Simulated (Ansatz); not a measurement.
# C (Fd-3m, 2 atoms in the cell): zone-centre modes under pressure, part 2 of 2

Aim: how do the optical modes of C (Fd-3m, 2 atoms in the cell) move with volume?

Ansatz 0.2.0; DFT PBE, scalar-relativistic, plane waves, PAW; PAW set soft_1.

So far. Step 3 (Tight relaxation): The forces vanish by symmetry and the pressure is 0.000 GPa, within the tolerances set. The cell now holds 5.70 Å³/atom.

### Step 4. Modes at rest

The modes at rest are the reference of the series, and the response to a field gives the dielectric tensor and the Born charges.

File input.yaml:

```yaml
crystal:
  lattice:
    - [0.0, 1.7858145695, 1.7858145695]
    - [1.7858145695, 0.0, 1.7858145695]
    - [1.7858145695, 1.7858145695, 0.0]
  atoms:
    - { symbol: C, position: [0.5, 0.5, 0.5] }
    - { symbol: C, position: [0.75, 0.75, 0.75] }
kpoints:
  mp_grid: { grid: [12, 12, 12] }
hamiltonian:
  xc: pbe
  pseudopotentials: { kind: paw, azcp: { folder: soft_1 } }
scf:
  occupations: { method: fixed }
output:
  eigenvalues: true
phonons:
  method: dfpt
  dielectric: true
  rigid_motions: translations
  raman: true
```

Launch:

```sh
ansatz run input.yaml --threads 4 --pin off --max-ram 10240MiB --backend cpu --events-out ev --progress --plain --runs-dir out
```

Numbers of over 12 decimals in the logs are rounded to 6 here.

Log:

```text
[...]
Crystal: 2 atoms, lattice volume = 11.390 Å³
Basis set: ecut = 420 eV, 229 PW (Γ), exchange–correlation on 40×40×40 points (8 copies of the dense FFT grid, shifted against one another)
Bands: 8, of which v1, the nominal top of the filled ones, is band 4 counted from 1 (3 counted from 0)
Symmetry: 48 space group operations
k-points: 280 of 1728 (irreducible under 4 space group operations, time reversal used)
[...]
SCF iter   1: F=—  HF=-502.161659 eV  |F-HF|=—  |Δ(HF+E_count)|=         —  Δρ=1.38e-1  dr2=1.53e0  ethr=3.10e-3  ⟨swp⟩=3.9  Hψ=12901  notcnv=0  defer=468
[...]
SCF iter   7: F=-501.614732 eV  HF=-501.614732 eV  |F-HF|=1.59e-12  |Δ(HF+E_count)|=  9.45e-11  Δρ=7.56e-7  dr2=2.53e-11  ethr=1.25e-12  ⟨swp⟩=6.6  Hψ=11391  notcnv=0
SCF 1 converged in 7 iterations: F = -501.614732 eV  dr2 = 2.53e-11
[...]
NSCF: frozen V_eff on 1 k-points
DFPT response loops at Γ: preconditioner auto → none (the input reference at scf.mixing.eps_inf says where Resta's filter doesn't serve); β = 0.50; Broyden in place of MSR1
── the response to a field inside a basis, on 12×12×12 k-points: an SCF that follows is theirs, and a resumed run solves both again ──
Bands: 5, of which v1, the nominal top of the filled ones, is band 4 counted from 1 (3 counted from 0)
k-points: 182
[...]
Eigensolver: Dense (182 Hₖ)
SCF iter   1: F=—  HF=-501.616805 eV  |F-HF|=—  |Δ(HF+E_count)|=         —  Δρ=4.27e-4  dr2=2.68e-6  ethr=1.00e-1
[...]
SCF iter   4: F=-501.616811 eV  HF=-501.616811 eV  |F-HF|=1.75e-11  |Δ(HF+E_count)|=   2.94e-9  Δρ=6.20e-7  dr2=1.46e-11  ethr=1.83e-11
SCF 1 converged in 4 iterations: F = -501.616811 eV  dr2 = 1.46e-11
[...]
SCF converged after 7 iterations
Free energy (F): -501.614732 eV
[...]
Internal energy: -501.614732 eV  (E = F + TS)
E sigma→0 (E₀):  -501.614732 eV
Fermi energy:    13.272965 eV
[...]
--- Band table (eV; the first three rows and the last of 280) ---
[...]
--- Phonons (Γ-DFPT): 1 representative perturbation + reference, on 280 of 1728 k-points (Σ response iterations 3) ---
  k mesh reduced under 4 symmetry operations, with k and −k counted as one. Each operation leaves every solved perturbation unchanged. A smaller set is not considered because the run solves the response to a homogeneous field
  ASR residual: 2.327e-5 → 0.000e0 eV/Å²; symmetrization residual: 1.037e-13 eV/Å²
  ASR residual per site (eV/Å²): 2.33e-5 2.33e-5
  Γ frequencies (cm⁻¹): 0.00 0.00 0.00 1289.06 1289.06 1289.06
  ε∞ (high-frequency dielectric tensor):
        5.850365    -0.000000    -0.000000
       -0.000000     5.850365     0.000000
       -0.000000     0.000000     5.850365
  ε⁰ (static dielectric tensor: ions relaxed, cell fixed):
        5.850365    -0.000000    -0.000000
       -0.000000     5.850365     0.000000
       -0.000000     0.000000     5.850365
  ε⁰ − ε∞ (ionic part):
        0.000000    -0.000000     0.000000
       -0.000000     0.000000    -0.000000
        0.000000    -0.000000     0.000000
  softest optical mode at Γ: 1289.06 cm⁻¹; the repairs (sum rule, projections) moved no ω² at Γ by more than (0.73 cm⁻¹)²
  Born effective charges Z* (e; rows j = field, columns β = displacement):
    site 0:
         0.00000    0.00000   -0.00000
         0.00000   -0.00000    0.00000
        -0.00000    0.00000   -0.00000
    site 1:
         0.00000   -0.00000    0.00000
        -0.00000    0.00000   -0.00000
         0.00000   -0.00000    0.00000
  Z* charge neutrality: 1.260e-4 e pre-enforcement
  solved inside a basis spanned on kpoints, on 12×12×12 k-points transformed towards the longest dipole: ε∞ is read to err by 1.5e-2, Z* by 4.1e-3 e (field_mesh: kpoints solves on kpoints)
  Raman tensors (in the event stream and the table raman_tensors.tsv): an entry may err by 5.8e-4 Å², one of the second-order susceptibility by 1.7e-20 pm/V (basis, points and sum rule); their sum over the sites missed zero by 1.776e-15 Å² ahead of its enforcement
  optical modes at Γ without the LO–TO term, one row a degenerate level:
      ω (cm⁻¹)  modes    IR ((D/Å)²/amu)  static Raman (Å⁴/amu)  depolarisation
       1289.06      3             0.0000               237.7361           0.750
  optical modes at Γ + LO–TO along q̂ = [1.0000, 0.0000, 0.0000]:
      ω (cm⁻¹)  modes    IR ((D/Å)²/amu)  static Raman (Å⁴/amu)  depolarisation
       1289.06      3             0.0000               237.7361           0.750
  optical modes at Γ + LO–TO along q̂ = [0.0000, 1.0000, 0.0000]:
      ω (cm⁻¹)  modes    IR ((D/Å)²/amu)  static Raman (Å⁴/amu)  depolarisation
       1289.06      3             0.0000               237.7361           0.750
  optical modes at Γ + LO–TO along q̂ = [0.0000, 0.0000, 1.0000]:
      ω (cm⁻¹)  modes    IR ((D/Å)²/amu)  static Raman (Å⁴/amu)  depolarisation
       1289.06      3             0.0000               237.7361           0.750
```

The job ended after 17 s (4 threads of AMD EPYC 7B13 (Zen 3), shared host; peak memory 0.71 GiB).

This step gave:

```yaml
sum_rule_residual_before_enforcement: 2.33e-5 eV/Å²
miss_of_the_charge_sum_rule: 1.26e-4 e
estimated_error_of_the_dielectric_tensor: 0.01498
estimated_error_of_the_born_charges: 0.004095 e
point_group: m-3m
highest_optical_mode_at_the_zone_centre_no_lo_to_term: 1289 cm⁻¹
lowest_optical_zone_centre_mode: 1289 cm⁻¹
mean_high_frequency_dielectric_constant: 5.850
largest_born_charge_third_of_the_trace: 0 e
mean_static_dielectric_constant: 5.850
top_of_the_zone_centre_spectrum_with_the_field: 1289 cm⁻¹
```

Patterns of degenerate modes are one choice out of their space. Modes at Γ:

```tsv
mode	frequency (cm⁻¹)	symmetry
1	0.0	acoustic
2	0.0	acoustic
3	0.0	acoustic
4	1289.1	T2g
5	1289.1	T2g
6	1289.1	T2g
```

Displacements in mode 6 (1289.1 cm⁻¹), the largest set to 1:
```
C1   0.00  0.11  1.00
C2   0.00 -0.11 -1.00
```

Optical modes at the zone centre, without and with the macroscopic field of the longitudinal modes; each column is sorted by frequency, so a row need not hold one and the same mode. Modes with and without the field, by row:

```tsv
rank among optical modes	no field (cm⁻¹)	q along (1, 0, 0) (cm⁻¹)
1	1289	1289
2	1289	1289
3	1289	1289
```

The Born charge (rows field, columns displacement) vanishes on all sites.

High-frequency dielectric tensor:

```
5.85 0.00 0.00
0.00 5.85 0.00
0.00 0.00 5.85
```

Static dielectric tensor (ions relaxed, fixed cell):

```
5.85 0.00 0.00
0.00 5.85 0.00
0.00 0.00 5.85
```

Activity x (w_L - w)^4 (n + 1)/w, 532 nm, 300 K; modes without the macroscopic field alone. Lines of the Raman spectrum (strongest = 100):

```tsv
position (cm⁻¹)	label	relative intensity
1289	T2g	100
```

Before it was imposed, the acoustic sum rule was missed by 2.3e-5 eV/Å² and the charge sum rule by 1.3e-4 e. Small misses are needed for a sound result but don't prove that mesh and cutoff are converged. The lowest optical mode is real, 1289 cm⁻¹.

### Step 5. Ground state of a member: 1.06 times the volume at rest

The cell is set to 1.06 times the volume at rest; symmetry leaves nothing else free, so this is a single point.

input.yaml, the sections that differ from step 4:

```yaml
crystal:
  lattice:
    - [0.0, 1.8208394335, 1.8208394335]
    - [1.8208394335, 0.0, 1.8208394335]
    - [1.8208394335, 1.8208394335, 0.0]
  atoms:
    - { symbol: C, position: [0.5, 0.5, 0.5] }
    - { symbol: C, position: [0.75, 0.75, 0.75] }
output:
  forces: true
  stress: true
  eigenvalues: true
# kpoints, hamiltonian, scf: as in step 4
# phonons: removed
```

Log:

```text
[...]
Crystal: 2 atoms, lattice volume = 12.074 Å³
Basis set: ecut = 420 eV, 259 PW (Γ), exchange–correlation on 36×36×36 points (8 copies of the dense FFT grid, shifted against one another)
Bands: 8, of which v1, the nominal top of the filled ones, is band 4 counted from 1 (3 counted from 0)
Symmetry: 48 space group operations
[...]
k-points: 72 of 1728
[...]
SCF iter   1: F=—  HF=-502.019667 eV  |F-HF|=—  |Δ(HF+E_count)|=         —  Δρ=1.25e-1  dr2=1.33e0  ethr=3.10e-3  ⟨swp⟩=3.8  Hψ=3312  notcnv=0  defer=114
[...]
SCF iter   6: F=-501.564286 eV  HF=-501.564286 eV  |F-HF|=1.28e-10  |Δ(HF+E_count)|=   8.66e-8  Δρ=3.90e-6  dr2=6.48e-10  ethr=4.73e-10  ⟨swp⟩=2.5  Hψ=2297  notcnv=0
SCF 1 converged in 6 iterations: F = -501.564286 eV  dr2 = 6.48e-10
[...]
SCF converged after 6 iterations
Free energy (F): -501.564286 eV
[...]
Internal energy: -501.564286 eV  (E = F + TS)
E sigma→0 (E₀):  -501.564286 eV
Fermi energy:    12.243877 eV
[...]
--- Stress (GPa, compression-positive) ---
      -22.611378       0.000000      -0.000000
        0.000000     -22.611378       0.000000
       -0.000000      -0.000000     -22.611378
  P = ⅓ Tr σ = -22.6114 GPa (-226.114 kbar)
--- Band table (eV; the first three rows and the last of 72) ---
[...]
```

The job ended after 0.26 s (4 threads; peak memory 0.3 GiB).

Numbers from this step:

* pressure: -22.61 GPa
* gap on the k-mesh: 4.022 eV
* volume per atom: 6.037 Å³

The forces vanish by symmetry, at a pressure of -22.61 GPa.

### Step 6. Modes of this member: 1.06 times the volume at rest

The zone-centre modes follow for 1.06 times the volume at rest, with the response to a field.

Changes to input.yaml since step 5:

```diff
@@ -16,4 +16,6 @@
 output:
-  forces: true
-  stress: true
   eigenvalues: true
+phonons:
+  method: dfpt
+  dielectric: true
+  rigid_motions: translations
```

Log:

```text
[...]
Crystal: 2 atoms, lattice volume = 12.074 Å³
Basis set: ecut = 420 eV, 259 PW (Γ), exchange–correlation on 40×40×40 points (8 copies of the dense FFT grid, shifted against one another)
Bands: 8, of which v1, the nominal top of the filled ones, is band 4 counted from 1 (3 counted from 0)
Symmetry: 48 space group operations
k-points: 280 of 1728 (irreducible under 4 space group operations, time reversal used)
[...]
SCF iter   1: F=—  HF=-502.019656 eV  |F-HF|=—  |Δ(HF+E_count)|=         —  Δρ=1.25e-1  dr2=1.33e0  ethr=3.10e-3  ⟨swp⟩=3.9  Hψ=12848  notcnv=0  defer=470
[...]
SCF iter   7: F=-501.564286 eV  HF=-501.564286 eV  |F-HF|=2.61e-12  |Δ(HF+E_count)|=  8.56e-11  Δρ=5.13e-7  dr2=1.27e-11  ethr=1.25e-12  ⟨swp⟩=6.6  Hψ=11350  notcnv=0
SCF 1 converged in 7 iterations: F = -501.564286 eV  dr2 = 1.27e-11
[...]
Bands: 5, of which v1, the nominal top of the filled ones, is band 4 counted from 1 (3 counted from 0)
k-points: 182 of 1728 (irreducible under 12 space group operations)
[...]
Eigensolver: Dense (182 Hₖ)
SCF iter   1: F=—  HF=-501.566212 eV  |F-HF|=—  |Δ(HF+E_count)|=         —  Δρ=4.17e-4  dr2=2.63e-6  ethr=1.00e-1
[...]
SCF iter   3: F=-501.566218 eV  HF=-501.566218 eV  |F-HF|=2.44e-9  |Δ(HF+E_count)|=   1.55e-6  Δρ=8.18e-6  dr2=1.30e-9  ethr=8.06e-9
SCF 1 converged in 3 iterations: F = -501.566218 eV  dr2 = 1.30e-9
[...]
SCF converged after 7 iterations
Free energy (F): -501.564286 eV
[...]
Internal energy: -501.564286 eV  (E = F + TS)
E sigma→0 (E₀):  -501.564286 eV
Fermi energy:    12.243894 eV
[...]
--- Band table (eV; the first three rows and the last of 280) ---
[...]
ASR residual: 1.883e-5 → 0.000e0 eV/Å²; symmetrization residual: 9.441e-14 eV/Å²
  ASR residual per site (eV/Å²): 1.88e-5 1.88e-5
  Γ frequencies (cm⁻¹): 0.00 0.00 0.00 1216.04 1216.04 1216.04
  ε∞ (high-frequency dielectric tensor):
        5.951350     0.000000     0.000000
        0.000000     5.951350    -0.000000
        0.000000    -0.000000     5.951350
  ε⁰ (static dielectric tensor: ions relaxed, cell fixed):
        5.951350     0.000000     0.000000
        0.000000     5.951350    -0.000000
        0.000000    -0.000000     5.951350
  ε⁰ − ε∞ (ionic part):
        0.000000     0.000000    -0.000000
        0.000000     0.000000    -0.000000
       -0.000000    -0.000000     0.000000
[...]
Born effective charges Z* (e; rows j = field, columns β = displacement):
    site 0:
        -0.00000    0.00000    0.00000
        -0.00000    0.00000    0.00000
         0.00000   -0.00000    0.00000
    site 1:
         0.00000   -0.00000   -0.00000
         0.00000    0.00000   -0.00000
        -0.00000    0.00000    0.00000
  Z* charge neutrality: 7.601e-4 e pre-enforcement
  solved inside a basis spanned on kpoints, on 12×12×12 k-points, its susceptibility summed on 16×16×16: ε∞ is read to err by 1.6e-2, Z* by 4.6e-3 e (field_mesh: kpoints solves on kpoints)
  optical modes at Γ without the LO–TO term, one row a degenerate level:
      ω (cm⁻¹)  modes    IR ((D/Å)²/amu)
       1216.04      3             0.0000
  optical modes at Γ + LO–TO along q̂ = [1.0000, 0.0000, 0.0000]:
      ω (cm⁻¹)  modes    IR ((D/Å)²/amu)
       1216.04      3             0.0000
  optical modes at Γ + LO–TO along q̂ = [0.0000, 1.0000, 0.0000]:
      ω (cm⁻¹)  modes    IR ((D/Å)²/amu)
       1216.04      3             0.0000
  optical modes at Γ + LO–TO along q̂ = [0.0000, 0.0000, 1.0000]:
      ω (cm⁻¹)  modes    IR ((D/Å)²/amu)
       1216.04      3             0.0000
```

Elapsed: 5.4 s, on 4 threads; peak memory 0.5 GiB.

Numbers from this step:

| Quantity | Value |
| --- | --- |
| sum-rule residual before enforcement | 1.88e-5 eV/Å² |
| miss of the charge sum rule | 7.60e-4 e |
| estimated error of the dielectric tensor | 0.01644 |
| estimated error of the Born charges | 0.004570 e |
| highest optical mode at the zone centre (no LO-TO term) | 1216 cm⁻¹ |
| lowest optical zone-centre mode | 1216 cm⁻¹ |
| mean high-frequency dielectric constant | 5.951 |
| mean static dielectric constant | 5.951 |
| top of the zone-centre spectrum with the field | 1216 cm⁻¹ |

Patterns of degenerate modes are one choice out of their space. Modes at Γ:

```tsv
mode	frequency (cm⁻¹)	symmetry
1	0.0	acoustic
2	0.0	acoustic
3	0.0	acoustic
4	1216.0	T2g
5	1216.0	T2g
6	1216.0	T2g
```

The optical mode lies at 1216.0 cm⁻¹.

The highest mode in this list at Γ lies at 1216.0 cm⁻¹.

### Step 7. Ground state of a member: 0.9 times the volume at rest

The cell is set to 0.9 times the volume at rest; symmetry leaves nothing else free, so this is a single point.

input.yaml, the sections that differ from step 6:

```yaml
crystal:
  lattice:
    - [0.0, 1.7241850097, 1.7241850097]
    - [1.7241850097, 0.0, 1.7241850097]
    - [1.7241850097, 1.7241850097, 0.0]
  atoms:
    - { symbol: C, position: [0.5, 0.5, 0.5] }
    - { symbol: C, position: [0.75, 0.75, 0.75] }
output:
  forces: true
  stress: true
  eigenvalues: true
# kpoints, hamiltonian, scf: as in step 6
# phonons: removed
```

Log:

```text
[...]
Crystal: 2 atoms, lattice volume = 10.251 Å³
Basis set: ecut = 420 eV, 181 PW (Γ), exchange–correlation on 36×36×36 points (8 copies of the dense FFT grid, shifted against one another)
Bands: 8, of which v1, the nominal top of the filled ones, is band 4 counted from 1 (3 counted from 0)
Symmetry: 48 space group operations
[...]
k-points: 72 of 1728
[...]
Free energy (F): -501.433625 eV
[...]
Internal energy: -501.433625 eV  (E = F + TS)
E sigma→0 (E₀):  -501.433625 eV
Fermi energy:    15.254122 eV
[...]
--- Stress (GPa, compression-positive) ---
       55.313298       0.000000       0.000000
       -0.000000      55.313298      -0.000000
        0.000000      -0.000000      55.313298
  P = ⅓ Tr σ = 55.3133 GPa (553.133 kbar)
--- Band table (eV; the first three rows and the last of 72) ---
[...]
[key lines of the parts left out:]
SCF converged after 6 iterations
```

Elapsed: 0.25 s, on 4 threads; peak memory 0.27 GiB; 0.6 s of CPU time.

This step gave:

```
pressure          : 55.31 GPa
gap on the k-mesh : 4.400 eV
volume per atom   : 5.126 Å³
```

The forces vanish by symmetry, at a pressure of 55.31 GPa.

### Step 8. Zone-centre modes of the member: 0.9 times the volume at rest

The zone-centre modes follow for 0.9 times the volume at rest, with the response to a field.

Changes to input.yaml since step 7:

```diff
@@ -16,4 +16,6 @@
 output:
-  forces: true
-  stress: true
   eigenvalues: true
+phonons:
+  method: dfpt
+  dielectric: true
+  rigid_motions: translations
```

Log:

```text
[...]
Crystal: 2 atoms, lattice volume = 10.251 Å³
Basis set: ecut = 420 eV, 181 PW (Γ), exchange–correlation on 40×40×40 points (8 copies of the dense FFT grid, shifted against one another)
Bands: 8, of which v1, the nominal top of the filled ones, is band 4 counted from 1 (3 counted from 0)
Symmetry: 48 space group operations
k-points: 280 of 1728 (irreducible under 4 space group operations, time reversal used)
[...]
ω (cm⁻¹)  modes    IR ((D/Å)²/amu)
       1431.43      3             0.0000
  optical modes at Γ + LO–TO along q̂ = [1.0000, 0.0000, 0.0000]:
      ω (cm⁻¹)  modes    IR ((D/Å)²/amu)
       1431.43      3             0.0000
  optical modes at Γ + LO–TO along q̂ = [0.0000, 1.0000, 0.0000]:
      ω (cm⁻¹)  modes    IR ((D/Å)²/amu)
       1431.43      3             0.0000
  optical modes at Γ + LO–TO along q̂ = [0.0000, 0.0000, 1.0000]:
      ω (cm⁻¹)  modes    IR ((D/Å)²/amu)
       1431.43      3             0.0000
[key lines of the parts left out:]
SCF converged after 7 iterations
Free energy (F): -501.433625 eV
Fermi energy:    15.254135 eV
```

The job ended after 5.5 s (4 threads; peak memory 0.48 GiB).

This step gave:

| Property | Result |
| --- | --- |
| sum-rule residual before enforcement | 3.64e-5 eV/Å² |
| miss of the charge sum rule | 4.42e-4 e |
| estimated error of the dielectric tensor | 0.01499 |
| estimated error of the Born charges | 0.004331 e |
| highest optical mode at the zone centre (no LO-TO term) | 1431 cm⁻¹ |
| lowest optical zone-centre mode | 1431 cm⁻¹ |
| mean high-frequency dielectric constant | 5.706 |
| mean static dielectric constant | 5.706 |
| top of the zone-centre spectrum with the field | 1431 cm⁻¹ |

Patterns of degenerate modes are one choice out of their space. Modes at Γ:

```tsv
mode	frequency (cm⁻¹)	symmetry
1	0.0	acoustic
2	0.0	acoustic
3	0.0	acoustic
4	1431.4	T2g
5	1431.4	T2g
6	1431.4	T2g
```

The optical mode lies at 1431.4 cm⁻¹.

Between step 4 and this run (volume ratio 0.9) the value for the mean static dielectric tensor (ions relaxed, fixed cell) moves from 5.85 to 5.71 (-2 %).

### Step 9. All members side by side

The members are set side by side, also those not shown above.

Each row is one cell with its response, relaxed at fixed volume as far as symmetry leaves anything free; energies are extrapolated to zero smearing, and E0 is that at rest; shape and atoms are relaxed in each cell where symmetry leaves them free. State of the crystal along the series:

```tsv
volume ratio	V (Å³/atom)	pressure (GPa)	E - E0 (meV/atom)	gap on mesh (eV)	ε∞
0.9	5.126	55.31	90.55	4.4	5.706
0.92	5.24	42.06	56.02	4.347	5.733
0.94	5.354	30.01	30.48	4.295	5.761
0.96	5.467	19.04	13.13	4.244	5.789
0.98	5.581	9.07	3.165	4.198	5.819
0.99	5.638	4.429	0.7848	4.174	5.835
1	5.695	-1.69e-4	0	4.151	5.85
1.02	5.809	-8.258	2.977	4.108	5.883
1.04	5.923	-15.78	11.55	4.065	5.917
1.06	6.037	-22.61	25.22	4.022	5.951
```

Each mode is tracked from rest by its pattern, and modes that stay within 0.3 cm⁻¹ of each other stand once; shape and atoms are relaxed in each cell where symmetry leaves them free. Optical modes along the series:

```tsv
V (Å³/atom)	mode 4 T2g (cm⁻¹)
5.126	1431
5.24	1401
5.354	1371
5.467	1343
5.581	1315
5.638	1302
5.695	1289
5.809	1264
5.923	1239
6.037	1216
```

From cubic fits (parabolas where under five rows exist) of ln ω and P against ln V through the rows within about 4 % of rest: γ = −d ln ω / d ln V and dω/dP = γ ω / B. Slopes at rest:

```tsv
mode	fitted frequency at rest (cm⁻¹)	Grüneisen parameter γ	dω/dP (cm⁻¹/GPa)
mode 4 T2g	1289	1	2.98
```

### Step 10. What came out

| Quantity | Value |
| --- | --- |
| members | 10 |
| highest optical mode at the zone centre (no LO-TO term), at rest | 1289 cm⁻¹ |
| bulk modulus at rest | 432 GPa |
| mode 4 T2g, γ | 1.00 |

In words: The series spans -22.6 to 55.3 GPa, and the slope at rest gives a bulk modulus of 432 GPa. The optical mode has γ = 1.00 and moves by 3.0 cm⁻¹ for each GPa. ε∞ is 5.85 at rest, with d ln ε∞ / d ln V = 0.27. One k mesh and one cutoff serve the ground states and modes of all volumes; the field response picks its own mesh. These are harmonic frequencies at zero temperature: anharmonic shifts, linewidths and thermal expansion are left out. Only the zone centre was solved, so an instability at another wavevector cannot show here.

[Logs are printed without paths, hosts, clocks, repeated set-up lines and the standing remarks that a program may print on its own settings, such as how far it seeks lower states.]

[Hosts, paths, dates, database ids (printed as entryN), source tags and the programs' standing remarks are cut or masked in the printed files.]
